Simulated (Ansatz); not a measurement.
# Zr (P6_3/mmc, 2 atoms in the cell): modes against biaxial strain in the (0001) plane, that of a and b

Wanted: the shifts of the zone-centre modes of Zr (P6_3/mmc, 2 atoms in the cell) with strain.

Calculated with Ansatz 0.2.0; DFT LDA, scalar-relativistic, plane waves, PAW; PAW set soft_1.

## 1. The starting structure

Symmetry: P6_3/mmc, No. 194, hexagonal system. The conventional cell has a = 3.232 Å, b = 3.232 Å, c = 5.147 Å, α = 90.00°, β = 90.00°, γ = 120.00°. Zr has 12 Zr at 3.18 to 3.23 Å nearest.

## 2. Bringing the structure to rest

The cell and atoms are relaxed, since residual forces and stress would shift the frequencies.

The input, input.yaml:

```yaml
crystal:
  lattice:
    - [3.232, 0.0, 0.0]
    - [-1.616, 2.798994105, 0.0]
    - [0.0, 0.0, 5.147]
  atoms:
    - { symbol: Zr, position: [0.33333333, 0.66666667, 0.25] }
    - { symbol: Zr, position: [0.66666667, 0.33333333, 0.75] }
kpoints:
  mp_grid: { grid: [15, 15, 8] }
hamiltonian:
  xc: lda
  pseudopotentials: { kind: paw, azcp: { folder: soft_1 }, xc_functional: pbe }
scf:
  occupations: { method: gaussian, width: 0.1 }
output:
  forces: true
  stress: true
  eigenvalues: true
relax:
  adjacent_minimum: "off"
  f_tol: 0.005
  max_steps: 80
  cell: { stress_tol: 0.05 }
```

The run is started by

```bash
$ ansatz run input.yaml --threads 4 --pin off --max-ram 10240MiB --backend cpu --events-out ev --progress --plain --runs-dir out
```

Numbers of over 12 decimals in the logs are rounded to 6 here.

The program printed:

```text
Engine: ansatz 0.2.0, aarch64-unknown-linux-gnu
Pseudopotentials: kind: paw
Pseudopotential: Zr, paw, valence charge 12, recommended cutoff 420 eV (normal), soft_1/Zr.paw.azcp
Functional definition: SPW92
  exchange = slater_x
  correlation = pw_c
Crystal: 2 atoms, lattice volume = 46.562 Å³
Basis set: ecut = 420 eV, 929 PW (Γ)
Bands: 16, of which v1, the nominal top of the filled ones, is band 12 counted from 1 (11 counted from 0)
Symmetry: 24 space group operations
Space group: P63/mmc (ITA 194), of the structure as read, at distance tolerance 3.6e-5 Å
k-points: 135 of 1800
Non-local potential: Zr, projectors of the file, l = 0: 3, l = 1: 2, l = 2: 2, l = 3: 1
PAW form: soft (Blöchl's): semilocal exchange-correlation on the pseudo side does not see the compensation charge
PAW frozen core: Zr, regenerated for the run's functional, and the local potential with it (the file was generated under x = pbe(κ = 0.804, μ = 0.219515), c = pbe(β = 0.066725))
PAW one-centre angular grid: Zr, 590 points (default); XC on 64 Gauss nodes
Initial density: superposition of atomic densities (chi_scale 0.1, normalization cell)
Initial wavefunctions: pseudopotential atomic-orbital guess
Functional: x = slater, c = lda
SCF iter   1: F=—  HF=-8155.100930 eV  |F-HF|=—  |Δ(HF+E_count)|=         —  Δρ=2.84e-2  dr2=4.80e-1  ethr=3.10e-3  ⟨swp⟩=4.9  Hψ=9219  notcnv=0
preconditioner: auto → Kerker (q_TF=auto, 2.443 Å⁻¹)  [metal: Δε(μ)=0.004 eV  Ē_g=3.259 eV  σ=0.100 eV  W_gap=0.02  n_scr=10 (ndim 8)  ℏωp=15.4 eV  f_vac=0.000  D(μ)=1.79/eV (n_scr^D=22)]
SCF iter   2: F=—  HF=-8154.973237 eV  |F-HF|=—  |Δ(HF+E_count)|=   1.28e-1  Δρ=1.70e-2  dr2=1.66e-1  ethr=2.00e-3  ⟨swp⟩=2.0  Hψ=3712  notcnv=0  defer=9
SCF iter   3: F=—  HF=-8154.914960 eV  |F-HF|=—  |Δ(HF+E_count)|=   5.83e-2  Δρ=1.89e-3  dr2=1.20e-3  ethr=6.90e-4  ⟨swp⟩=3.0  Hψ=4218  notcnv=0  defer=9
SCF iter   4: F=—  HF=-8154.914914 eV  |F-HF|=—  |Δ(HF+E_count)|=   4.60e-5  Δρ=3.25e-4  dr2=3.97e-5  ethr=5.00e-6  ⟨swp⟩=2.1  Hψ=3734  notcnv=0  defer=9
SCF iter   5: F=—  HF=-8154.914911 eV  |F-HF|=—  |Δ(HF+E_count)|=   3.00e-6  Δρ=4.25e-5  dr2=6.06e-7  ethr=1.66e-7  ⟨swp⟩=1.5  Hψ=2356  notcnv=0  defer=9
SCF iter   6: F=-8154.914911 eV  HF=-8154.914911 eV  |F-HF|=3.13e-9  |Δ(HF+E_count)|=   6.84e-9  Δρ=7.88e-6  dr2=2.28e-8  ethr=4.17e-10  ⟨swp⟩=5.2  Hψ=9836  notcnv=0
SCF 1 converged in 6 iterations: F = -8154.914911 eV  dr2 = 2.28e-8
  greatest PAW one-centre occupation: 0.994 electrons in one spin orbital (limit 2), on the Zr atom at site 1 (counted from 0), in its partial waves of l = 0
relax step   1: F+E_penalty+E_count = -8154.91491112 eV  Δ(F+E_penalty+E_count) = +0.000e0 eV  max|allowed force component| = 3.701e-17 eV/Å  Δτ_max = 0.0000 Å  P = -6.072 GPa  Ω = 46.562 Å³  (6 SCF iters, dr2 threshold 1.00e-7 eV, accepted)
Crystal: 2 atoms, lattice volume = 40.428 Å³
Basis set: ecut = 420 eV, 785 PW (Γ)
Initial density: handed on by an earlier stage of this run
Initial wavefunctions: those handed on with the density
iter 1 solved again at ethr=2.97e-6 eV; its pass at ethr=3.10e-3 eV (dr2=7.13e-4 eV) is discarded
SCF iter   1: F=—  HF=-8154.890685 eV  |F-HF|=—  |Δ(HF+E_count)|=         —  Δρ=2.00e-3  dr2=7.45e-4  ethr=2.97e-6  ⟨swp⟩=2.0  Hψ=16147  notcnv=0
preconditioner: auto → none  [metal: Δε(μ)=0.015 eV  Ē_g=3.517 eV  σ=0.100 eV  W_gap=0.09  n_scr=8 (ndim 8)  ℏωp=16.5 eV  f_vac=0.000  D(μ)=1.95/eV (n_scr^D=22)]
SCF iter   2: F=—  HF=-8154.890875 eV  |F-HF|=—  |Δ(HF+E_count)|=   1.90e-4  Δρ=8.33e-4  dr2=9.93e-5  ethr=2.97e-6  ⟨swp⟩=2.1  Hψ=3721  notcnv=0
SCF iter   3: F=—  HF=-8154.891005 eV  |F-HF|=—  |Δ(HF+E_count)|=   1.30e-4  Δρ=1.18e-4  dr2=2.05e-6  ethr=4.14e-7  ⟨swp⟩=2.0  Hψ=2436  notcnv=0
iter 4 did not close the SCF: its close was put off for the readings that it lacked (scf_convergence_deferred on its scf_iter line)
SCF iter   4: F=-8154.891009 eV  HF=-8154.891009 eV  |F-HF|=1.06e-8  |Δ(HF+E_count)|=   3.79e-6  Δρ=1.21e-5  dr2=1.44e-8  ethr=8.54e-9  ⟨swp⟩=2.0  Hψ=3750  notcnv=0
iter 5 did not close the SCF: its close was put off for the readings that it lacked (scf_convergence_deferred on its scf_iter line)
SCF iter   5: F=-8154.891009 eV  HF=-8154.891009 eV  |F-HF|=9.28e-11  |Δ(HF+E_count)|=   1.10e-8  Δρ=9.65e-7  dr2=2.13e-10  ethr=6.01e-11  ⟨swp⟩=2.7  Hψ=3320  notcnv=0
SCF iter   6: F=-8154.891009 eV  HF=-8154.891009 eV  |F-HF|=4.55e-12  |Δ(HF+E_count)|=  4.27e-11  Δρ=1.46e-7  dr2=3.51e-12  ethr=1.00e-12  ⟨swp⟩=1.1  Hψ=6039  notcnv=0
SCF 2 converged in 6 iterations: F = -8154.891009 eV  dr2 = 3.51e-12
relax step   2: F+E_penalty+E_count = -8154.89100868 eV  Δ(F+E_penalty+E_count) = +2.390e-2 eV  max|allowed force component| = 3.007e-16 eV/Å  Δτ_max = 0.0000 Å  P = +8.857 GPa  Ω = 40.428 Å³  energy of the carried Pulay correction = +2.862e-4 eV  (6 SCF iters, dr2 threshold 2.00e-7 eV, rejected (line search))
Crystal: 2 atoms, lattice volume = 43.812 Å³
Basis set: ecut = 420 eV, 845 PW (Γ)
iter 1 solved again at ethr=1.16e-6 eV; its pass at ethr=3.10e-3 eV (dr2=2.79e-4 eV) is discarded
SCF iter   1: F=—  HF=-8154.974214 eV  |F-HF|=—  |Δ(HF+E_count)|=         —  Δρ=1.23e-3  dr2=3.62e-4  ethr=1.16e-6  ⟨swp⟩=2.1  Hψ=15899  notcnv=0
preconditioner: auto → none  [metal: Δε(μ)=0.026 eV  Ē_g=3.284 eV  σ=0.100 eV  W_gap=0.14  n_scr=8 (ndim 8)  ℏωp=15.9 eV  f_vac=0.000  D(μ)=2.13/eV (n_scr^D=22)]
SCF iter   2: F=—  HF=-8154.974255 eV  |F-HF|=—  |Δ(HF+E_count)|=   4.07e-5  Δρ=4.70e-4  dr2=3.62e-5  ethr=1.16e-6  ⟨swp⟩=2.0  Hψ=3773  notcnv=0
SCF iter   3: F=—  HF=-8154.974304 eV  |F-HF|=—  |Δ(HF+E_count)|=   4.99e-5  Δρ=8.87e-5  dr2=1.23e-6  ethr=1.51e-7  ⟨swp⟩=2.9  Hψ=2918  notcnv=0
SCF iter   4: F=—  HF=-8154.974306 eV  |F-HF|=—  |Δ(HF+E_count)|=   1.24e-6  Δρ=6.62e-6  dr2=4.89e-9  ethr=5.13e-9  ⟨swp⟩=2.4  Hψ=3323  notcnv=0
SCF iter   5: F=—  HF=-8154.974306 eV  |F-HF|=—  |Δ(HF+E_count)|=   3.10e-9  Δρ=1.19e-6  dr2=2.72e-10  ethr=2.04e-11  ⟨swp⟩=2.2  Hψ=3704  notcnv=0
SCF iter   6: F=-8154.974306 eV  HF=-8154.974306 eV  |F-HF|=6.37e-12  |Δ(HF+E_count)|=  4.55e-11  Δρ=1.20e-7  dr2=4.23e-12  ethr=1.00e-12  ⟨swp⟩=5.2  Hψ=9355  notcnv=0
SCF 3 converged in 6 iterations: F = -8154.974306 eV  dr2 = 4.23e-12
relax step   3: F+E_penalty+E_count = -8154.97430571 eV  Δ(F+E_penalty+E_count) = -5.939e-2 eV  max|allowed force component| = 1.388e-17 eV/Å  Δτ_max = 0.0000 Å  P = -0.487 GPa  Ω = 43.812 Å³  energy of the carried Pulay correction = +1.235e-4 eV  (6 SCF iters, accepted)
[...]
relax step   4: F+E_penalty+E_count = -8154.97489346 eV  Δ(F+E_penalty+E_count) = -5.878e-4 eV  max|allowed force component| = 7.401e-17 eV/Å  Δτ_max = 0.0000 Å  P = +0.057 GPa  Ω = 43.563 Å³  energy of the carried Pulay correction = +1.351e-4 eV  (6 SCF iters, dr2 threshold 2.00e-7 eV, accepted)
[...]
relax step   5: F+E_penalty+E_count = -8154.97496376 eV  Δ(F+E_penalty+E_count) = -7.029e-5 eV  max|allowed force component| = 8.789e-17 eV/Å  Δτ_max = 0.0000 Å  P = +0.023 GPa  Ω = 43.565 Å³  energy of the carried Pulay correction = +1.350e-4 eV  (3 SCF iters, dr2 threshold 1.33e-7 eV, accepted)
[...]
relax step   6: F+E_penalty+E_count = -8154.97496610 eV  Δ(F+E_penalty+E_count) = -2.344e-6 eV  max|allowed force component| = 2.128e-16 eV/Å  Δτ_max = 0.0000 Å  P = -0.001 GPa  Ω = 43.573 Å³  energy of the carried Pulay correction = +1.347e-4 eV  (3 SCF iters, dr2 threshold 7.36e-9 eV, accepted)
Initial wavefunctions: pseudopotential atomic-orbital guess (no wavefunctions were taken with the density)
iter 1 solved again at ethr=1.26e-7 eV; its pass at ethr=3.10e-3 eV (dr2=3.02e-5 eV) is discarded
SCF iter   1: F=—  HF=-8154.974851 eV  |F-HF|=—  |Δ(HF+E_count)|=         —  Δρ=4.43e-5  dr2=7.37e-8  ethr=1.26e-7  ⟨swp⟩=3.0  Hψ=16235  notcnv=0
preconditioner: auto → Kerker (q_TF=auto, 2.470 Å⁻¹)  [metal: Δε(μ)=0.012 eV  Ē_g=3.300 eV  σ=0.100 eV  W_gap=0.07  n_scr=10 (ndim 8)  ℏωp=15.9 eV  f_vac=0.000  D(μ)=2.13/eV (n_scr^D=22)]
SCF iter   2: F=—  HF=-8154.974852 eV  |F-HF|=—  |Δ(HF+E_count)|=   3.49e-7  Δρ=2.35e-5  dr2=1.98e-8  ethr=3.07e-10  ⟨swp⟩=2.0  Hψ=3506  notcnv=0
SCF iter   3: F=—  HF=-8154.974852 eV  |F-HF|=—  |Δ(HF+E_count)|=   4.21e-8  Δρ=7.22e-7  dr2=1.31e-10  ethr=8.27e-11  ⟨swp⟩=2.0  Hψ=2430  notcnv=0
SCF iter   4: F=-8154.974852 eV  HF=-8154.974852 eV  |F-HF|=1.82e-12  |Δ(HF+E_count)|=  4.37e-11  Δρ=1.22e-7  dr2=4.82e-12  ethr=1.00e-12  ⟨swp⟩=5.3  Hψ=9626  notcnv=0
SCF 7 converged in 4 iterations: F = -8154.974852 eV  dr2 = 4.82e-12
relax step   7: F+E_penalty+E_count = -8154.97485189 eV  Δ(F+E_penalty+E_count) = +1.142e-4 eV  max|allowed force component| = 2.220e-16 eV/Å  Δτ_max = 0.0000 Å  P = -0.003 GPa  Ω = 43.573 Å³  stress off target by 3.51e-3 GPa  SCF on the basis re-selected at this cell (its energy is not comparable with the rows above)  (4 SCF iters)
basis re-selected at this cell: Δ(F+E_penalty+E_count) = +1.142e-4 eV, ΔP = -0.002 GPa vs the last step (what re-selecting the basis moved, of the pressure what is left beyond the Pulay correction that the steps carried, after the strain that the cell walked since its last selection, with what the two solves' SCF thresholds leave and, on support functions, any second-order correction that the steps lacked; it is no m [...]
SCF converged after 4 iterations
Free energy (F): -8154.974852 eV
Harris-Foulkes:  -8154.974852 eV  (|F-HF|=1.82e-12)
Internal energy: -8154.964216 eV  (E = F + TS)
E sigma→0 (E₀):  -8154.969534 eV
Entropy (-TS):   -0.010636 eV (-5.318 meV/atom)
Fermi energy:    14.819879 eV
--- Per-component energies (eV) ---
  E_band       = -171.210532
  E_kinetic    = 635.114445
  E_local      = -1155.119971  (includes V_loc(G=0)·N_el)
  E_nonlocal   = 159.213477
  E_hartree    = 375.106400
  E_xc         = -307.804308
  E_vxc        = -365.856764  (∫ρ·V_xc dr)
  E_paw        = -5717.995394  (= ΣΔE_a)
  E_vpaw       = -194.774423  (= ΣTr[D̂ρ^β])
  E_aug_tail   = -0.000048  (compensation charges beyond the density's cutoff)
  E_ewald      = -2144.219616
  E_core_change = 0.740800  (= ΣΔE_core)
  E_smearing   = -0.010636  (= −TS)
  E_closure    = 0.000000  (closes the sum)
  Σ components = -8154.974852   (vs F -8154.974852, Δ=0.00e0)
--- Forces (eV/Å), atoms counted from 1 ---
  atom   1  Zr     0.00000000     0.00000000     0.00000000
  atom   2  Zr     0.00000000    -0.00000000    -0.00000000
  max |Σ_I F_I| component: 5.55e-17 eV/Å
--- Stress (GPa, compression-positive) ---
       -0.003509       0.000000       0.000000
       -0.000000      -0.003509       0.000000
        0.000000       0.000000      -0.000741
  P = ⅓ Tr σ = -0.0026 GPa (-0.026 kbar)
--- Band table (eV; the first three rows and the last of 135) ---
  k-point 0: bands = [... 8 lower, 9.0541, 11.5844, 15.6669, 15.6781, 15.6781, 16.1858, 16.3934, 16.3934]
  k-point 1: bands = [... 8 lower, 9.1926, 11.5853, 15.5652, 15.6153, 15.6153, 15.9199, 16.2958, 16.2958]
  k-point 2: bands = [... 8 lower, 9.5870, 11.5387, 15.2995, 15.3433, 15.5224, 15.5224, 16.0630, 16.0630]
  k-point 134: bands = [... 8 lower, 13.2255, 13.2255, 13.4814, 13.4814, 14.8783, 14.8783, 16.8804, 16.8804]
--- Relaxed structure (6 steps of the walk, 5 accepted, 1 SCFs on fresh bases) ---
  F+E_penalty+E_count = -8154.97485189 eV   max|allowed force component| = 2.220e-16 eV/Å   (the final SCF, on the basis selected at the relaxed cell)
  cell:  # Å, volume = 43.5729 Å³
    - [3.143311, 0, 0]
    - [-1.571655, 2.722187, 0]
    - [0, 0, 5.092263]
  atoms:
    - { symbol: Zr, position: [0.333333, 0.666667, 0.25] }
    - { symbol: Zr, position: [0.666667, 0.333333, 0.75] }
```

Wall time 9.5 s (4 threads of Arm Neoverse V1, shared host); peak memory 0.39 GiB.

Relaxation path:

| step | energy less that of the first step (eV) | largest force component (eV/Å) | pressure (GPa) | volume (Å³) |
| --- | --- | --- | --- | --- |
| 1 | 0.0000 | 0.0000 | -6.07 | 46.56 |
| 2 | 0.0239 | 0.0000 | 8.86 | 40.43 |
| 3 | -0.0594 | 0.0000 | -0.49 | 43.81 |
| 4 | -0.0600 | 0.0000 | 0.06 | 43.56 |
| 5 | -0.0601 | 0.0000 | 0.02 | 43.57 |
| 6 | -0.0601 | 0.0000 | 0.00 | 43.57 |
| 7* | -0.0599 | 0.0000 | 0.00 | 43.57 |

Relaxation steps marked * repeat the geometry before them on a plane-wave basis chosen anew for their cell, so energy and pressure can jump there. Relaxation step 2 was tried and not accepted.

The run keeps the 24 symmetry operations that it works with, so distortions that break them were not tested.

```
conventional cell, symmetrised  before  after  change
                         a (Å)   3.232  3.143  -2.7 %
                         b (Å)   3.232  3.143  -2.7 %
                         c (Å)   5.147  5.092  -1.1 %
              volume (Å³/atom)   23.28  21.79  -6.4 %
```

Final coordinates:

```xyz
2
Lattice="3.1433 0.0000 0.0000 -1.5717 2.7222 0.0000 0.0000 0.0000 5.0923" Properties=species:S:1:pos:R:3 pbc="T T T"
Zr    0.0000    1.8148    1.2731
Zr    1.5717    0.9074    3.8192
```

This step gave:

| Quantity | Value |
| --- | --- |
| pressure | -0.002587 GPa |
| volume per atom | 21.79 Å³ |
| gap on the k-mesh | 0 eV |

In this step the volume went from 23.28 to 21.79 Å³/atom.

## 3. Tight relaxation

Phonons need small forces and stress, so the relaxation is finished with tight tolerances on 15×15×8 k points.

input.yaml, the sections that differ from step 2:

```yaml
crystal:
  lattice:
    - [3.1433107583, 0.0, 0.0]
    - [-1.5716553791, 2.7221869686, 0.0]
    - [0.0, 0.0, 5.0922626239]
  atoms:
    - { symbol: Zr, position: [0.3333333333, 0.6666666667, 0.25] }
    - { symbol: Zr, position: [0.6666666667, 0.3333333333, 0.75] }
scf:
  occupations: { method: methfessel_paxton, width: 0.2 }
relax:
  adjacent_minimum: "off"
  f_tol: 0.001
  max_steps: 60
  cell: { stress_tol: 0.01 }
# kpoints, hamiltonian, output: as in step 2
```

The program printed:

```text
[...]
Crystal: 2 atoms, lattice volume = 43.573 Å³
Basis set: ecut = 420 eV, 845 PW (Γ)
Bands: 16, of which v1, the nominal top of the filled ones, is band 12 counted from 1 (11 counted from 0)
Symmetry: 24 space group operations
[...]
k-points: 135 of 1800
[...]
k-point 134: bands = [... 8 lower, 13.2288, 13.2288, 13.4850, 13.4850, 14.8830, 14.8830, 16.8847, 16.8847]
--- Relaxed structure (3 steps of the walk, 2 accepted, 1 SCFs on fresh bases) ---
[...]
cell:  # Å, volume = 43.5625 Å³
    - [3.143023, -2.8864760091332284e-11, 0]
    - [-1.571511, 2.721938, 0]
    - [0, 0, 5.091984]
  atoms:
    - { symbol: Zr, position: [0.333333, 0.666667, 0.250000] }
    - { symbol: Zr, position: [0.666667, 0.333333, 0.750000] }
[key lines of the parts left out:]
SCF converged after 4 iterations
Free energy (F): -8154.968667 eV
Fermi energy:    14.826595 eV
P = ⅓ Tr σ = 0.0001 GPa (0.001 kbar)
```

It took 5.8 s on 4 threads; peak memory 0.39 GiB; 20 s of CPU time.

Little changed from the start: no atom moved by 0.005 Å and no cell edge by 0.1 %.

This step gave:

| Item | Value |
| --- | --- |
| pressure | 7.30e-5 GPa |
| volume per atom | 21.78 Å³ |

The forces vanish by symmetry and the pressure is 0.000 GPa, within the tolerances set. The cell now holds 21.78 Å³/atom.

## 4. Modes at rest

Phonons follow from the second derivative of the energy, found here by linear response.

The modes at rest are the reference of the series.

input.yaml, the sections that differ from step 3:

```yaml
crystal:
  lattice:
    - [3.1430227527, 0.0, 0.0]
    - [-1.5715113763, 2.7219375485, 0.0]
    - [0.0, 0.0, 5.0919837928]
  atoms:
    - { symbol: Zr, position: [0.3333333333, 0.6666666667, 0.25] }
    - { symbol: Zr, position: [0.6666666667, 0.3333333333, 0.75] }
output:
  eigenvalues: true
phonons:
  method: dfpt
# kpoints, hamiltonian, scf: as in step 3
# relax: removed
```

The program printed:

```text
zone centre: on kpoints.mp_grid the ground state, and the responses unless they are solved on pairs of k-points, stand on 320 of the mesh's 1800 k-points, reduced under 4 symmetry operations, with k and −k counted as one. Each operation leaves every solved displacement unchanged or reverses it
[...]
Crystal: 2 atoms, lattice volume = 43.562 Å³
Basis set: ecut = 420 eV, 845 PW (Γ), exchange–correlation on 48×48×72 points (8 copies of the dense FFT grid, shifted against one another)
Bands: 16, of which v1, the nominal top of the filled ones, is band 12 counted from 1 (11 counted from 0)
Symmetry: 24 space group operations
k-points: 320 of 1800 (irreducible under 4 space group operations, time reversal used)
[...]
SCF iter   1: F=—  HF=-8155.136498 eV  |F-HF|=—  |Δ(HF+E_count)|=         —  Δρ=2.85e-2  dr2=4.30e-1  ethr=3.10e-3  ⟨swp⟩=5.1  Hψ=47461  notcnv=0
automatic band count: the SCF goes on with 20 bands, as 16 were too few: they end inside the smearing window of the response
[...]
SCF iter   2: F=—  HF=-8155.026842 eV  |F-HF|=—  |Δ(HF+E_count)|=   1.10e-1  S|Δr|=    0.00e0  Δρ=1.75e-2  dr2=1.58e-1  ethr=1.79e-3  ⟨swp⟩=1.0  Hψ=8968  notcnv=0
[...]
SCF iter   8: F=-8154.968668 eV  HF=-8154.968668 eV  |F-HF|=2.73e-12  |Δ(HF+E_count)|=  6.28e-11  S|Δr|=    0.00e0  Δρ=1.68e-7  dr2=9.70e-12  ethr=1.00e-12  ⟨swp⟩=8.9  Hψ=32617  notcnv=0
SCF 1 converged in 8 iterations: F = -8154.968668 eV  dr2 = 9.70e-12
[...]
DFPT response loops at Γ: preconditioner auto → Kerker (q_TF=auto, 2.470 Å⁻¹) (partly filled bands, converged f_vac=0.000); β = 1.00, the filter's whole step (`scf.mixing.beta` (0.50) is not read by the response loops under this deck's `scf.mixing.preconditioner`; to damp them name `kerker` or `kerker_dos`, under which they read `scf.mixing.beta`, and type it under 1.00, their step now; both keys bind the ground state too); Broyden in place of MSR1
SCF converged after 8 iterations
[...]
Free energy (F): -8154.968668 eV
[...]
Internal energy: -8154.970322 eV  (E = F + TS)
E sigma→0 (E₀):  -8154.969081 eV
Entropy (-TS):   0.001654 eV (0.827 meV/atom)
Fermi energy:    14.826596 eV
Step filling:    the computed levels leave a gap of 0.0000 eV = 0.0 smearing widths at the electron count; against every level under it full and every level over it empty, smearing changes F+E_penalty+E_count by +0.614 meV and its σ→0 estimate by +0.201 meV
[...]
--- Band table (eV; the first three rows and the last of 320) ---
  k-point 0: bands = [... 8 lower, 9.0578, 11.5879, 15.6702, 15.6825, 15.6825, 16.1902, 16.3979, 16.3979, ... 4 higher]
  k-point 1: bands = [... 8 lower, 9.1964, 11.5889, 15.5685, 15.6197, 15.6197, 15.9242, 16.3003, 16.3003, ... 4 higher]
  k-point 2: bands = [... 8 lower, 9.5909, 11.5424, 15.3029, 15.3474, 15.5268, 15.5268, 16.0675, 16.0675, ... 4 higher]
  k-point 319: bands = [... 8 lower, 12.4191, 12.4191, 14.1170, 14.1170, 14.8872, 14.8872, 16.7124, 16.7124, ... 4 higher]
--- Phonons (Γ-DFPT): 2 representative perturbations + reference, on 320 of 1800 k-points (Σ response iterations 6) ---
  k mesh reduced under 4 symmetry operations, with k and −k counted as one. Each operation leaves every solved displacement unchanged or reverses it
  ASR residual: 4.203e-5 → 0.000e0 eV/Å²; symmetrization residual: 2.590e-10 eV/Å²
  ASR residual per site (eV/Å²): 4.20e-5 4.20e-5
  Γ frequencies (cm⁻¹): 0.00 0.00 0.00 51.85 51.85 171.74
  non-analytic LO–TO correction: not included (Born effective charges unavailable; polar crystals: no LO–TO splitting at Γ)
```

Elapsed: 19 s, on 4 threads; peak memory 0.92 GiB; 69 s of CPU time.

This step gave:

* sum-rule residual before enforcement: 4.20e-5 eV/Å²
* point group: 6/mmm
* highest optical mode at the zone centre (no LO-TO term): 171.7 cm⁻¹
* lowest optical zone-centre mode: 51.85 cm⁻¹

Patterns of degenerate modes are one choice out of their space. Modes at Γ:

```
mode  frequency (cm⁻¹)  symmetry
   1               0.0  acoustic
   2               0.0  acoustic
   3               0.0  acoustic
   4              51.9       E2g
   5              51.9       E2g
   6             171.7       B1g
```

Displacements in mode 5 (51.9 cm⁻¹), the largest set to 1:
```
Zr1  0.00  1.00  0.00
Zr2  0.00 -1.00  0.00
```

Displacements in mode 6 (171.7 cm⁻¹), the largest set to 1:
```
Zr1  0.00  0.00  1.00
Zr2  0.00  0.00 -1.00
```

Before it was imposed, the acoustic sum rule was missed by 4.2e-5 eV/Å². Small misses are needed for a sound result but don't prove that mesh and cutoff are converged. The lowest optical mode is real, 51.9 cm⁻¹.

(Part 1 of 2 ends here.)

[Logs are printed without paths, hosts, clocks, repeated set-up lines and the standing remarks that a program may print on its own settings, such as how far it seeks lower states.]

[Hosts, paths, dates, database ids (printed as entryN), source tags and the programs' standing remarks are cut or masked in the printed files.]
